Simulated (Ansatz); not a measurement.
**(ScN)2(TiC)2 [001] superlattice, started as rocksalt type: relaxing the cell for a phonon run**

Task: relax (ScN)2(TiC)2 [001] superlattice, started as rocksalt type tightly.

Program: Ansatz 0.2.0. Level of theory: DFT PBE, scalar-relativistic, plane waves, PAW. Results are calculated unless marked as measured.

Most raw output is cut from this account.

The structure was built from a prototype and need not be the compound's stable phase.

## (1) Starting point

Symmetry: P4/nmm, No. 129, tetragonal system. Conventional cell: a = 3.122 Å, b = 3.122 Å, c = 8.830 Å, α = 90.00°, β = 90.00°, γ = 90.00°. Nearest to C lie 5 Ti at 2.21 Å and 1 Sc at 2.21 Å. Nearest to N lie 1 Ti at 2.21 Å and 5 Sc at 2.21 Å. Nearest to Sc lie 1 C at 2.21 Å and 5 N at 2.21 Å. Nearest to Ti lie 1 N at 2.21 Å and 5 C at 2.21 Å. Farther neighbours and most contacts between anions are not listed.

## (2) Probe on a coarse mesh

A quick single point on a coarse mesh tells whether the cell has a gap and how far it is from rest, which sets the k mesh and smearing that follow.

Input file input.yaml:

```yaml
crystal:
  lattice:
    - [2.2075, 2.2075, 0.0]
    - [-2.2075, 2.2075, 0.0]
    - [0.0, 0.0, 8.83]
  atoms:
    - { symbol: C, position: [0.5, 0.5, 0.5] }
    - { symbol: C, position: [0.0, 0.0, 0.75] }
    - { symbol: "N", position: [0.5, 0.5, 0.0] }
    - { symbol: "N", position: [0.0, 0.0, 0.25] }
    - { symbol: Sc, position: [0.0, 0.0, 0.0] }
    - { symbol: Sc, position: [0.5, 0.5, 0.25] }
    - { symbol: Ti, position: [0.0, 0.0, 0.5] }
    - { symbol: Ti, position: [0.5, 0.5, 0.75] }
kpoints:
  mp_grid: { grid: [6, 6, 2] }
hamiltonian:
  xc: pbe
scf:
  occupations: { method: gaussian, width: 0.1 }
output:
  forces: true
  stress: true
  eigenvalues: true
```

On the command line:

```
$ ansatz run input.yaml --threads 4 --pin off --max-ram 14336MiB --backend cpu --events-out ev --progress --plain --runs-dir out
```

The job ended after 0.93 s (4 threads of Arm Neoverse V2, shared host; peak memory 0.44 GiB; 3.2 s of CPU time).

Numbers from this step:

```yaml
pressure: 1.027 GPa
volume_per_atom: 10.76 Å³
gap_on_the_k_mesh: 0 eV
```

The coarse mesh shows no gap and a pressure of 1.0 GPa.

## (3) Coarse relaxation

The start is far from rest, so a relaxation with loose tolerances brings it close first.

input.yaml, as its differences from that of step 2:

```diff
@@ -24 +24,6 @@
   eigenvalues: true
+relax:
+  adjacent_minimum: "off"
+  f_tol: 0.05
+  max_steps: 80
+  cell: { stress_tol: 0.5 }
```

The job ended after 5.6 s (4 threads; peak memory 0.47 GiB; 20 s of CPU time).

The steps of the relaxation:

```
step  energy less that of the first step (eV)  largest force component (eV/Å)  pressure (GPa)  volume (Å³)
   1                                   0.0000                          0.8047            1.03        86.06
   2                                  -0.0647                          0.2280           -0.05        86.45
   3                                  -0.0755                          0.0545            0.25        86.42
   4                                  -0.0755                          0.0397           -0.07        86.56
  5*                                  -0.0768                          0.0396           -0.05        86.56
```

Relaxation steps marked * repeat the geometry before them on a plane-wave basis chosen anew for their cell, so energy and pressure can jump there.

The run keeps the 16 symmetry operations that it works with, so distortions that break them were not tested.

```
conventional cell, symmetrised  before  after  change
                         a (Å)   3.122  3.117  -0.2 %
                         b (Å)   3.122  3.117  -0.2 %
                         c (Å)   8.830  8.908  +0.9 %
              volume (Å³/atom)   10.76  10.82  +0.6 %
```

The atoms that moved most (Å, as changes of fractional coordinates times the final cell):

```
atom     dx     dy      dz  length
  C2  0.000  0.000  -0.051   0.051
  C1  0.000  0.000   0.051   0.051
  N3  0.000  0.000  -0.051   0.051
  N4  0.000  0.000   0.051   0.051
 Ti7  0.000  0.000   0.025   0.025
 Ti8  0.000  0.000  -0.025   0.025
 Sc6  0.000  0.000   0.017   0.017
 Sc5  0.000  0.000  -0.017   0.017
```

Numbers from this step:

| Item | Value |
| --- | --- |
| pressure | -0.05012 GPa |
| volume per atom | 10.82 Å³ |

In this step the volume went from 10.76 to 10.82 Å³/atom.

## (4) Bringing the structure to rest

Harmonic phonons are second derivatives at a point where the forces vanish, and they are wanted at zero stress, so atoms and cell are relaxed first.

Input file input.yaml:

```yaml
crystal:
  lattice:
    - [2.2041501971, 2.2041501971, 0.0]
    - [-2.2041501971, 2.2041501971, 0.0]
    - [0.0, 0.0, 8.9081047328]
  atoms:
    - { symbol: C, position: [0.5, 0.5, 0.5057573359] }
    - { symbol: C, position: [0.0, 0.0, 0.7442426641] }
    - { symbol: "N", position: [0.5, 0.5, -0.0056712836] }
    - { symbol: "N", position: [0.0, 0.0, 0.2556712836] }
    - { symbol: Sc, position: [0.0, 0.0, -0.0019241061] }
    - { symbol: Sc, position: [0.5, 0.5, 0.2519241061] }
    - { symbol: Ti, position: [0.0, 0.0, 0.502757404] }
    - { symbol: Ti, position: [0.5, 0.5, 0.747242596] }
kpoints:
  mp_grid: { grid: [12, 12, 4] }
hamiltonian:
  xc: pbe
scf:
  occupations: { method: gaussian, width: 0.1 }
output:
  forces: true
  stress: true
  eigenvalues: true
relax:
  adjacent_minimum: "off"
  f_tol: 0.005
  max_steps: 80
  cell: { stress_tol: 0.05 }
```

It took 20 s on 4 threads; peak memory 0.6 GiB.

Relaxation path:

```
step  energy less that of the first step (eV)  largest force component (eV/Å)  pressure (GPa)  volume (Å³)
   1                                   0.0000                          0.1297            0.10        86.56
   2                                   0.0007                          0.1311           -0.02        86.61
   3                                  -0.0012                          0.0407            0.03        86.59
   4                                  -0.0013                          0.0036            0.02        86.60
  5*                                  -0.0014                          0.0036            0.02        86.60
```

Relaxation steps marked * repeat the geometry before them on a plane-wave basis chosen anew for their cell, so energy and pressure can jump there. Relaxation step 2 was tried and not accepted.

Forces are held to the 16 operations that the run works with; a distortion that breaks them can't arise in this run.

```
conventional cell, symmetrised  before  after  change
                         a (Å)   3.117  3.118  +0.0 %
                         b (Å)   3.117  3.118  +0.0 %
                         c (Å)   8.908  8.909  +0.0 %
              volume (Å³/atom)   10.82  10.82  +0.0 %
```

Final coordinates:

```cif
data_structure
_symmetry_space_group_name_H-M 'P 1'
_symmetry_Int_Tables_number 1
_cell_length_a 3.1178
_cell_length_b 3.1178
_cell_length_c 8.9085
_cell_angle_alpha 90.000
_cell_angle_beta 90.000
_cell_angle_gamma 90.000
_cell_volume 86.60
loop_
_atom_site_label
_atom_site_type_symbol
_atom_site_fract_x
_atom_site_fract_y
_atom_site_fract_z
_atom_site_occupancy
C1 C 0.50000 0.50000 0.50665 1
C2 C 0.00000 0.00000 0.74335 1
N3 N 0.50000 0.50000 0.99458 1
N4 N 0.00000 0.00000 0.25542 1
Sc5 Sc 0.00000 0.00000 0.99768 1
Sc6 Sc 0.50000 0.50000 0.25232 1
Ti7 Ti 0.00000 0.00000 0.50260 1
Ti8 Ti 0.50000 0.50000 0.74740 1
```

Numbers from this step:

* pressure: 0.02453 GPa

In this step the volume went from 10.82 to 10.82 Å³/atom.

## (5) Relaxing to small forces for the phonons

Phonons need a cell at rest on their own settings, so the relaxation is repeated with tight tolerances on forces and stress on the k mesh and occupations of the first response run.

Input file input.yaml:

```yaml
crystal:
  lattice:
    - [2.2046266334, 2.2046266334, 0.0]
    - [-2.2046266334, 2.2046266334, 0.0]
    - [0.0, 0.0, 8.9085017096]
  atoms:
    - { symbol: C, position: [0.5, 0.5, 0.5066530641] }
    - { symbol: C, position: [0.0, 0.0, 0.7433469359] }
    - { symbol: "N", position: [0.5, 0.5, -0.0054243914] }
    - { symbol: "N", position: [0.0, 0.0, 0.2554243914] }
    - { symbol: Sc, position: [0.0, 0.0, -0.0023226726] }
    - { symbol: Sc, position: [0.5, 0.5, 0.2523226726] }
    - { symbol: Ti, position: [0.0, 0.0, 0.5026039645] }
    - { symbol: Ti, position: [0.5, 0.5, 0.7473960355] }
kpoints:
  mp_grid: { grid: [12, 12, 4] }
hamiltonian:
  xc: pbe
scf:
  occupations: { method: methfessel_paxton, width: 0.2 }
output:
  forces: true
  stress: true
  eigenvalues: true
relax:
  adjacent_minimum: "off"
  f_tol: 0.001
  max_steps: 60
  cell: { stress_tol: 0.01 }
```

Wall time 18 s (4 threads); peak memory 0.6 GiB.

Little changed from the start: no atom moved by 0.005 Å and no cell edge by 0.1 %.

Numbers from this step:

* pressure: -0.001096 GPa
* volume per atom: 10.83 Å³

The largest force component left is 0.26 meV/Å and the pressure is -0.001 GPa, within the tolerances set. The cell now holds 10.83 Å³/atom.

## (6) Results

```yaml
space_group_after_relaxation_within_0p01_a: P4/nmm
lattice_constant_a: 3.118 Å
lattice_constant_b: 3.118 Å
lattice_constant_c: 8.909 Å
volume_per_atom: 10.8 Å³
```

In words: The largest force component left is 0.26 meV/Å and the pressure is -0.001 GPa, within the tolerances set. The cell now holds 10.83 Å³/atom. The relaxation keeps the symmetry of its start, so it says nothing on stability against lower symmetry. The starting cell was built on a prototype and not taken from a measurement, so the phase need not exist.

[Logs are printed without paths, hosts, clocks, repeated set-up lines and the standing remarks that a program may print on its own settings, such as how far it seeks lower states.]

[Hosts, paths, dates, database ids (printed as entryN), source tags and the programs' standing remarks are cut or masked in the printed files.]
